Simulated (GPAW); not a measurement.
# Settings that the conductance of a Zr chain with one S atom in line needs, part 2 of 4

Wanted: a convergence study of zero-bias transport through a Zr chain with one S atom in line, with run times.

GPAW 26.7.0; GPAW LCAO, PAW setups; Landauer transmission from Green's functions with principal layers (ASE), zero bias.

So far, transmission at the Fermi level (one spin): step 2 (the reference run) 2.10; step 3 (k-points along the lead 22, n lead 2, period 5.2 Å) 1.91; step 4 (k-points along the lead 15, n lead 3, period 7.8 Å) 1.66; step 5 (k-points along the lead 9, n lead 5, period 13 Å) 2.10.

**7. Varying the width of the vacuum box**

The images of the wire across the vacuum must not overlap or polarise each other.

This step: GPAW LCAO, PAW setups; Landauer transmission from Green's functions with principal layers (ASE), zero bias (GPAW 26.7.0).

The cell differs from the one that the last finished run ended in (a 9.000 → 5.000 Å, b 9.000 → 5.000 Å).

Contents of run.py:

```python
import json
import numpy as np
from ase import Atoms
from ase.transport.calculators import TransportCalculator
from gpaw import GPAW, FermiDirac
from gpaw.lcao.tools import get_lcao_hamiltonian
from scipy.linalg import eigh

# The junction with lead layers at both ends, along the third cell vector
device = Atoms(
    ['Zr', 'Zr', 'Zr', 'Zr', 'Zr', 'Zr', 'S', 'Zr', 'Zr', 'Zr', 'Zr', 'Zr', 'Zr'],
    positions=[
        [2.50000, 2.50000, 1.30000],
        [2.50000, 2.50000, 3.90000],
        [2.50000, 2.50000, 6.50000],
        [2.50000, 2.50000, 9.10000],
        [2.50000, 2.50000, 11.70000],
        [2.50000, 2.50000, 14.30000],
        [2.50000, 2.50000, 16.48750],
        [2.50000, 2.50000, 18.67500],
        [2.50000, 2.50000, 21.27500],
        [2.50000, 2.50000, 23.87500],
        [2.50000, 2.50000, 26.47500],
        [2.50000, 2.50000, 29.07500],
        [2.50000, 2.50000, 31.67500]],
    cell=[[5.0, 0.0, 0.0], [0.0, 5.0, 0.0], [0.0, 0.0, 32.975]],
    pbc=True)

# One principal layer of the lead: the first 4 atoms of the device
lead = Atoms(
    ['Zr', 'Zr', 'Zr', 'Zr'],
    positions=[
        [2.50000, 2.50000, 1.30000],
        [2.50000, 2.50000, 3.90000],
        [2.50000, 2.50000, 6.50000],
        [2.50000, 2.50000, 9.10000]],
    cell=[[5.0, 0.0, 0.0], [0.0, 5.0, 0.0], [0.0, 0.0, 10.4]],
    pbc=True)

settings = dict(mode='lcao', basis='dzp', xc='LDA', h=0.2,
                occupations=FermiDirac(0.1), maxiter=250,
                mixer=dict(beta=0.1, nmaxold=8, weight=100.0),
                convergence=dict(density=0.0001))
energies = np.arange(-2, 2 + 1e-9, 0.05)
eta = 0.0001
n1, n2 = 1, 1
# k and -k transmit alike, so half of the mesh across the current serves
mesh = [(i, j) for i in range(n1) for j in range(n2) if (i, j) <= (-i % n1, -j % n2)]
weights = np.array([1 if (i, j) == (-i % n1, -j % n2) else 2 for i, j in mesh]) / (n1 * n2)

# [... helper functions left out ...]
fermi_lead = ground_state(lead, (1, 1, 11), 'lead.txt')
fermi_device = ground_state(device, (1, 1, 3), 'device.txt')
# [... loop over the mesh left out, but for ...]
        # Shift the lead onto the potential of the device's first layer
        shift = ((H[:, 0, 0] - H0[:, 0, 0]) / S0[0, 0]).real.mean()
# [...]
kT = 8.617333e-5 * 77
bias = [0.1, 0.2, 0.5, 1.0, 1.5, 2.0]
# [... integrals and printing left out ...]
```

Launch:

```
OMP_NUM_THREADS=1 OPENBLAS_NUM_THREADS=2 python run.py
```

The program printed:

```text
basis functions: device 361, principal layer 116
Fermi level: lead 0.7417 eV, device 0.6745 eV; lead shifted by -0.0023 eV
largest coupling past the next layer 9.96e-06 eV, largest misfit of the first layer 0.057 eV
  E-E_F (eV)   T (one spin)  [channel counts left out]
    -2.000    1.3270e-01
    -1.950    1.2808e-01
    -1.900    1.2223e-01
    -1.850    1.1528e-01
    -1.800    1.0743e-01
    -1.750    9.8919e-02
    -1.700    9.0107e-02
    -1.650    8.1406e-02
    -1.600    7.3274e-02
    -1.550    6.6189e-02
    -1.500    6.0553e-02
    -1.450    9.0547e-02
    -1.400    1.5252e-01
    -1.350    2.1138e-01
    -1.300    2.6293e-01
    -1.250    3.0791e-01
[...]
1.650    2.1771e+00
     1.700    2.1578e+00
     1.750    2.1365e+00
     1.800    2.1131e+00
     1.850    2.0872e+00
     1.900    2.0588e+00
     1.950    2.0318e+00
     2.000    2.0806e+00
conductance at 77 K: 2.4238 G0 a cell; thermopower -0.002854 uV/K
current from the zero-bias T(E) at 0.1 V: 18.769 uA
current from the zero-bias T(E) at 0.2 V: 37.485 uA
current from the zero-bias T(E) at 0.5 V: 92.952 uA
current from the zero-bias T(E) at 1.0 V: 182.37 uA
current from the zero-bias T(E) at 1.5 V: 265.85 uA
current from the zero-bias T(E) at 2.0 V: 340.86 uA
```

The job ended after 4.1 min (2 threads of Intel Xeon 6975P-C (Granite Rapids), shared host; peak memory 0.92 GiB).

This step gave:

```yaml
conductance: 2.424 G₀
largest_coupling_past_the_next_principal_layer: 9.96e-6 eV
largest_misfit_of_the_first_principal_layer: 0.05728 eV
shift_that_aligns_the_lead: -0.002301 eV
basis_functions_of_a_principal_layer: 116
transmission_at_the_fermi_level_one_spin: 2.424
```

One spin. Transmission, zone mean against energy, zero at the Fermi level:

energy (eV), transmission, zone mean and a bar:
```
   -2.000       0.13 #
   -1.800       0.11 
   -1.600       0.07 
   -1.400       0.15 #
   -1.200       0.44 #####
   -1.000       1.20 ##############
   -0.800       1.71 #####################
   -0.600       2.06 #########################
   -0.400       2.27 ############################
   -0.200       2.37 #############################
    0.000       2.42 ##############################
    0.200       2.38 #############################
    0.400       2.33 #############################
    0.600       2.29 ############################
    0.800       2.36 #############################
    1.000       2.32 #############################
    1.200       2.27 ############################
    1.400       2.24 ############################
    1.600       2.19 ###########################
    1.800       2.11 ##########################
    2.000       2.08 ##########################
```

Not self-consistent under bias; the bias window is split evenly. Table of current through one cell, from the zero-bias transmission by bias:

```csv
bias (V),"current through one cell, from the zero-bias transmission (μA)"
0.100,18.8
0.200,37.5
0.500,93.0
1.000,182
1.500,266
2.000,341
```

The conductance, 2.42 G₀, lies 15 % above that of the base run.

**8. Varying the width of the vacuum box, box 6 × 6 Å**

The cell differs from the one that the last finished run ended in (a 5.000 → 6.000 Å, b 5.000 → 6.000 Å).

Edit run.py of step 7 so:

```diff
@@ -12,16 +12,16 @@
     positions=[
-        [2.50000, 2.50000, 1.30000],
-        [2.50000, 2.50000, 3.90000],
-        [2.50000, 2.50000, 6.50000],
-        [2.50000, 2.50000, 9.10000],
-        [2.50000, 2.50000, 11.70000],
-        [2.50000, 2.50000, 14.30000],
-        [2.50000, 2.50000, 16.48750],
-        [2.50000, 2.50000, 18.67500],
-        [2.50000, 2.50000, 21.27500],
-        [2.50000, 2.50000, 23.87500],
-        [2.50000, 2.50000, 26.47500],
-        [2.50000, 2.50000, 29.07500],
-        [2.50000, 2.50000, 31.67500]],
-    cell=[[5.0, 0.0, 0.0], [0.0, 5.0, 0.0], [0.0, 0.0, 32.975]],
+        [3.00000, 3.00000, 1.30000],
+        [3.00000, 3.00000, 3.90000],
+        [3.00000, 3.00000, 6.50000],
+        [3.00000, 3.00000, 9.10000],
+        [3.00000, 3.00000, 11.70000],
+        [3.00000, 3.00000, 14.30000],
+        [3.00000, 3.00000, 16.48750],
+        [3.00000, 3.00000, 18.67500],
+        [3.00000, 3.00000, 21.27500],
+        [3.00000, 3.00000, 23.87500],
+        [3.00000, 3.00000, 26.47500],
+        [3.00000, 3.00000, 29.07500],
+        [3.00000, 3.00000, 31.67500]],
+    cell=[[6.0, 0.0, 0.0], [0.0, 6.0, 0.0], [0.0, 0.0, 32.975]],
     pbc=True)
@@ -32,7 +32,7 @@
     positions=[
-        [2.50000, 2.50000, 1.30000],
-        [2.50000, 2.50000, 3.90000],
-        [2.50000, 2.50000, 6.50000],
-        [2.50000, 2.50000, 9.10000]],
-    cell=[[5.0, 0.0, 0.0], [0.0, 5.0, 0.0], [0.0, 0.0, 10.4]],
+        [3.00000, 3.00000, 1.30000],
+        [3.00000, 3.00000, 3.90000],
+        [3.00000, 3.00000, 6.50000],
+        [3.00000, 3.00000, 9.10000]],
+    cell=[[6.0, 0.0, 0.0], [0.0, 6.0, 0.0], [0.0, 0.0, 10.4]],
     pbc=True)
```

The program printed:

```text
basis functions: device 361, principal layer 116
Fermi level: lead -0.3974 eV, device -0.4581 eV; lead shifted by 0.0076 eV
largest coupling past the next layer 9.79e-06 eV, largest misfit of the first layer 0.034 eV
  E-E_F (eV)   T (one spin)  [channel counts left out]
    -2.000    1.3977e-01
    -1.950    1.4039e-01
    -1.900    1.3901e-01
    -1.850    1.3552e-01
    -1.800    1.3015e-01
    -1.750    1.2316e-01
    -1.700    1.1489e-01
    -1.650    1.0575e-01
    -1.600    9.6155e-02
    -1.550    8.6489e-02
    -1.500    7.7083e-02
    -1.450    3.0234e-01
    -1.400    4.2515e-01
    -1.350    5.2977e-01
    -1.300    6.8518e-01
    -1.250    9.1369e-01
[...]
1.650    1.7885e+00
     1.700    1.7365e+00
     1.750    1.6827e+00
     1.800    1.6268e+00
     1.850    1.5682e+00
     1.900    1.5049e+00
     1.950    1.4345e+00
     2.000    1.3525e+00
conductance at 77 K: 2.2875 G0 a cell; thermopower -0.2902 uV/K
current from the zero-bias T(E) at 0.1 V: 17.712 uA
current from the zero-bias T(E) at 0.2 V: 35.421 uA
current from the zero-bias T(E) at 0.5 V: 88.501 uA
current from the zero-bias T(E) at 1.0 V: 175.23 uA
current from the zero-bias T(E) at 1.5 V: 257.72 uA
current from the zero-bias T(E) at 2.0 V: 335.71 uA
```

Run time: 2.5 min. Hardware: 2 threads; peak memory 0.96 GiB.

Numbers from this step:

- conductance: 2.288 G₀
- largest coupling past the next principal layer: 9.79e-6 eV
- largest misfit of the first principal layer: 0.03368 eV
- shift that aligns the lead: 0.007616 eV
- transmission at the Fermi level (one spin): 2.288

One spin. Table of transmission, zone mean by energy, zero at the Fermi level:

```csv
energy (eV),"transmission, zone mean"
-2.000,0.140
-1.800,0.130
-1.600,0.0962
-1.400,0.425
-1.200,1.11
-1.000,1.65
-0.800,1.88
-0.600,2.03
-0.400,2.17
-0.200,2.25
0.000,2.29
0.200,2.32
0.300,2.33
0.400,2.29
0.600,2.25
0.800,2.23
1.000,2.21
1.200,2.15
1.400,2.02
1.600,1.84
1.800,1.63
2.000,1.35
```

Not self-consistent under bias; the bias window is split evenly. The current through one cell, from the zero-bias transmission by bias:

```csv
bias (V),"current through one cell, from the zero-bias transmission (μA)"
0.100,17.7
0.200,35.4
0.500,88.5
1.000,175
1.500,258
2.000,336
```

The conductance, 2.29 G₀, lies 8.6 % above that of the base run.

**9. Varying the width of the vacuum box, box 7.5 × 7.5 Å**

The cell differs from the one that the last finished run ended in (a 6.000 → 7.500 Å, b 6.000 → 7.500 Å).

Edit run.py of step 8 so:

```diff
@@ -12,16 +12,16 @@
     positions=[
-        [3.00000, 3.00000, 1.30000],
-        [3.00000, 3.00000, 3.90000],
-        [3.00000, 3.00000, 6.50000],
-        [3.00000, 3.00000, 9.10000],
-        [3.00000, 3.00000, 11.70000],
-        [3.00000, 3.00000, 14.30000],
-        [3.00000, 3.00000, 16.48750],
-        [3.00000, 3.00000, 18.67500],
-        [3.00000, 3.00000, 21.27500],
-        [3.00000, 3.00000, 23.87500],
-        [3.00000, 3.00000, 26.47500],
-        [3.00000, 3.00000, 29.07500],
-        [3.00000, 3.00000, 31.67500]],
-    cell=[[6.0, 0.0, 0.0], [0.0, 6.0, 0.0], [0.0, 0.0, 32.975]],
+        [3.75000, 3.75000, 1.30000],
+        [3.75000, 3.75000, 3.90000],
+        [3.75000, 3.75000, 6.50000],
+        [3.75000, 3.75000, 9.10000],
+        [3.75000, 3.75000, 11.70000],
+        [3.75000, 3.75000, 14.30000],
+        [3.75000, 3.75000, 16.48750],
+        [3.75000, 3.75000, 18.67500],
+        [3.75000, 3.75000, 21.27500],
+        [3.75000, 3.75000, 23.87500],
+        [3.75000, 3.75000, 26.47500],
+        [3.75000, 3.75000, 29.07500],
+        [3.75000, 3.75000, 31.67500]],
+    cell=[[7.5, 0.0, 0.0], [0.0, 7.5, 0.0], [0.0, 0.0, 32.975]],
     pbc=True)
@@ -32,7 +32,7 @@
     positions=[
-        [3.00000, 3.00000, 1.30000],
-        [3.00000, 3.00000, 3.90000],
-        [3.00000, 3.00000, 6.50000],
-        [3.00000, 3.00000, 9.10000]],
-    cell=[[6.0, 0.0, 0.0], [0.0, 6.0, 0.0], [0.0, 0.0, 10.4]],
+        [3.75000, 3.75000, 1.30000],
+        [3.75000, 3.75000, 3.90000],
+        [3.75000, 3.75000, 6.50000],
+        [3.75000, 3.75000, 9.10000]],
+    cell=[[7.5, 0.0, 0.0], [0.0, 7.5, 0.0], [0.0, 0.0, 10.4]],
     pbc=True)
```

The program printed:

```text
basis functions: device 361, principal layer 116
Fermi level: lead -1.4086 eV, device -1.4747 eV; lead shifted by 0.0051 eV
largest coupling past the next layer 9.78e-06 eV, largest misfit of the first layer 0.024 eV
  E-E_F (eV)   T (one spin)  channels
    -2.000    1.3021e-01    1.0000
    -1.950    1.3649e-01    1.0000
    -1.900    1.4157e-01    1.0000
[...]
1.950    5.5230e-01    2.0000
     2.000    5.3487e-01    2.0000
conductance at 77 K: 2.1408 G0 a cell; thermopower -0.3115 uV/K
current from the zero-bias T(E) at 0.1 V: 16.635 uA
current from the zero-bias T(E) at 0.2 V: 33.411 uA
current from the zero-bias T(E) at 0.5 V: 84.241 uA
current from the zero-bias T(E) at 1.0 V: 166.98 uA
current from the zero-bias T(E) at 1.5 V: 245.38 uA
current from the zero-bias T(E) at 2.0 V: 315.87 uA
```

Run time: 2 min. Hardware: 2 threads; peak memory 1.1 GiB.

One spin. The transmission, zone mean by energy, zero at the Fermi level:

energy (eV), transmission, zone mean and a bar:
```
    -2.00       0.13 
    -1.90       0.14 
    -1.80       0.15 
    -1.70       0.15 
    -1.55       0.13 
    -1.45       0.43 ####
    -1.35       0.68 ########
    -1.25       0.89 ###########
    -1.15       1.06 #############
    -1.05       1.31 #################
    -0.90       1.67 ######################
    -0.80       1.80 ########################
    -0.70       1.89 #########################
    -0.60       1.96 ##########################
    -0.50       2.02 ###########################
    -0.40       2.06 ###########################
    -0.25       2.11 ############################
    -0.15       2.13 ############################
    -0.05       2.14 ############################
     0.00       2.14 ############################
     0.05       2.17 #############################
     0.15       2.25 ##############################
     0.20       2.26 ##############################
     0.25       2.25 ##############################
     0.40       2.19 #############################
     0.50       2.16 ############################
     0.60       2.12 ############################
     0.70       2.07 ###########################
     0.80       2.02 ###########################
     0.90       1.93 #########################
     1.05       1.76 #######################
     1.15       1.60 #####################
     1.25       1.43 ##################
     1.35       1.20 ###############
     1.45       0.70 ########
     1.55       0.66 #######
     1.70       0.62 #######
     1.80       0.60 #######
     1.90       0.57 ######
     2.00       0.53 ######
```

The conductance, 2.14 G₀, lies 1.7 % above that of the base run.

**10. Width of the vacuum box, box 11 × 11 Å**

The cell differs from the one that the last finished run ended in (a 7.500 → 11.000 Å, b 7.500 → 11.000 Å).

Edit run.py of step 9 so:

```diff
@@ -12,16 +12,16 @@
     positions=[
-        [3.75000, 3.75000, 1.30000],
-        [3.75000, 3.75000, 3.90000],
-        [3.75000, 3.75000, 6.50000],
-        [3.75000, 3.75000, 9.10000],
-        [3.75000, 3.75000, 11.70000],
-        [3.75000, 3.75000, 14.30000],
-        [3.75000, 3.75000, 16.48750],
-        [3.75000, 3.75000, 18.67500],
-        [3.75000, 3.75000, 21.27500],
-        [3.75000, 3.75000, 23.87500],
-        [3.75000, 3.75000, 26.47500],
-        [3.75000, 3.75000, 29.07500],
-        [3.75000, 3.75000, 31.67500]],
-    cell=[[7.5, 0.0, 0.0], [0.0, 7.5, 0.0], [0.0, 0.0, 32.975]],
+        [5.50000, 5.50000, 1.30000],
+        [5.50000, 5.50000, 3.90000],
+        [5.50000, 5.50000, 6.50000],
+        [5.50000, 5.50000, 9.10000],
+        [5.50000, 5.50000, 11.70000],
+        [5.50000, 5.50000, 14.30000],
+        [5.50000, 5.50000, 16.48750],
+        [5.50000, 5.50000, 18.67500],
+        [5.50000, 5.50000, 21.27500],
+        [5.50000, 5.50000, 23.87500],
+        [5.50000, 5.50000, 26.47500],
+        [5.50000, 5.50000, 29.07500],
+        [5.50000, 5.50000, 31.67500]],
+    cell=[[11.0, 0.0, 0.0], [0.0, 11.0, 0.0], [0.0, 0.0, 32.975]],
     pbc=True)
@@ -32,7 +32,7 @@
     positions=[
-        [3.75000, 3.75000, 1.30000],
-        [3.75000, 3.75000, 3.90000],
-        [3.75000, 3.75000, 6.50000],
-        [3.75000, 3.75000, 9.10000]],
-    cell=[[7.5, 0.0, 0.0], [0.0, 7.5, 0.0], [0.0, 0.0, 10.4]],
+        [5.50000, 5.50000, 1.30000],
+        [5.50000, 5.50000, 3.90000],
+        [5.50000, 5.50000, 6.50000],
+        [5.50000, 5.50000, 9.10000]],
+    cell=[[11.0, 0.0, 0.0], [0.0, 11.0, 0.0], [0.0, 0.0, 10.4]],
     pbc=True)
```

The program printed:

```text
basis functions: device 361, principal layer 116
Fermi level: lead -2.4949 eV, device -2.5654 eV; lead shifted by 0.0044 eV
largest coupling past the next layer 9.77e-06 eV, largest misfit of the first layer 0.024 eV
  E-E_F (eV)   T (one spin)  channels
    -2.000    1.2568e-01    1.0000
    -1.950    1.3272e-01    1.0000
    -1.900    1.3879e-01    1.0000
[...]
1.950    5.4570e-01    2.0000
     2.000    5.2944e-01    2.0000
conductance at 77 K: 2.0949 G0 a cell; thermopower -0.327 uV/K
current from the zero-bias T(E) at 0.1 V: 16.28 uA
current from the zero-bias T(E) at 0.2 V: 32.712 uA
current from the zero-bias T(E) at 0.5 V: 82.454 uA
current from the zero-bias T(E) at 1.0 V: 162.78 uA
current from the zero-bias T(E) at 1.5 V: 237.34 uA
current from the zero-bias T(E) at 2.0 V: 300.29 uA
```

The job ended after 1.7 min (2 threads; peak memory 1.8 GiB).

The conductance, 2.09 G₀, lies 0.5 % below that of the base run.

**11. Width of the vacuum box, box 13 × 13 Å**

The cell differs from the one that the last finished run ended in (a 11.000 → 13.000 Å, b 11.000 → 13.000 Å).

Edit run.py of step 10 so:

```diff
@@ -12,16 +12,16 @@
     positions=[
-        [5.50000, 5.50000, 1.30000],
-        [5.50000, 5.50000, 3.90000],
-        [5.50000, 5.50000, 6.50000],
-        [5.50000, 5.50000, 9.10000],
-        [5.50000, 5.50000, 11.70000],
-        [5.50000, 5.50000, 14.30000],
-        [5.50000, 5.50000, 16.48750],
-        [5.50000, 5.50000, 18.67500],
-        [5.50000, 5.50000, 21.27500],
-        [5.50000, 5.50000, 23.87500],
-        [5.50000, 5.50000, 26.47500],
-        [5.50000, 5.50000, 29.07500],
-        [5.50000, 5.50000, 31.67500]],
-    cell=[[11.0, 0.0, 0.0], [0.0, 11.0, 0.0], [0.0, 0.0, 32.975]],
+        [6.50000, 6.50000, 1.30000],
+        [6.50000, 6.50000, 3.90000],
+        [6.50000, 6.50000, 6.50000],
+        [6.50000, 6.50000, 9.10000],
+        [6.50000, 6.50000, 11.70000],
+        [6.50000, 6.50000, 14.30000],
+        [6.50000, 6.50000, 16.48750],
+        [6.50000, 6.50000, 18.67500],
+        [6.50000, 6.50000, 21.27500],
+        [6.50000, 6.50000, 23.87500],
+        [6.50000, 6.50000, 26.47500],
+        [6.50000, 6.50000, 29.07500],
+        [6.50000, 6.50000, 31.67500]],
+    cell=[[13.0, 0.0, 0.0], [0.0, 13.0, 0.0], [0.0, 0.0, 32.975]],
     pbc=True)
@@ -32,7 +32,7 @@
     positions=[
-        [5.50000, 5.50000, 1.30000],
-        [5.50000, 5.50000, 3.90000],
-        [5.50000, 5.50000, 6.50000],
-        [5.50000, 5.50000, 9.10000]],
-    cell=[[11.0, 0.0, 0.0], [0.0, 11.0, 0.0], [0.0, 0.0, 10.4]],
+        [6.50000, 6.50000, 1.30000],
+        [6.50000, 6.50000, 3.90000],
+        [6.50000, 6.50000, 6.50000],
+        [6.50000, 6.50000, 9.10000]],
+    cell=[[13.0, 0.0, 0.0], [0.0, 13.0, 0.0], [0.0, 0.0, 10.4]],
     pbc=True)
```

The program printed:

```text
basis functions: device 361, principal layer 116
Fermi level: lead -2.8014 eV, device -2.8703 eV; lead shifted by 0.0059 eV
largest coupling past the next layer 9.77e-06 eV, largest misfit of the first layer 0.023 eV
  E-E_F (eV)   T (one spin)  [channel counts left out]
    -2.000    1.2523e-01
    -1.950    1.3236e-01
    -1.900    1.3854e-01
[...]
1.950    5.4496e-01
     2.000    5.2854e-01
conductance at 77 K: 2.0949 G0 a cell; thermopower -0.3572 uV/K
current from the zero-bias T(E) at 0.1 V: 16.285 uA
current from the zero-bias T(E) at 0.2 V: 32.717 uA
current from the zero-bias T(E) at 0.5 V: 82.451 uA
current from the zero-bias T(E) at 1.0 V: 162.68 uA
current from the zero-bias T(E) at 1.5 V: 237.1 uA
current from the zero-bias T(E) at 2.0 V: 299.86 uA
```

It took 2 min on 2 threads; peak memory 2 GiB.

The conductance, 2.09 G₀, lies 0.5 % below that of the base run.

**12. Convergence in the width of the vacuum box**

The runs and the base run on one axis.

This step: convergence of the conductance (GPAW 26.7.0).

Table of conductance by width of the vacuum box:

```csv
width of the vacuum box (Å),conductance (G₀)
5.00,2.42
6.00,2.29
7.50,2.14
9.00,2.11
11.00,2.09
13.00,2.09
```

(Part 2 of 4 ends here.)

[Logs are printed without paths, hosts, clocks, repeated set-up lines and the standing remarks that a program may print on its own settings, such as how far it seeks lower states.]

[Hosts, paths, dates, database ids (printed as entryN), source tags and the programs' standing remarks are cut or masked in the printed files.]
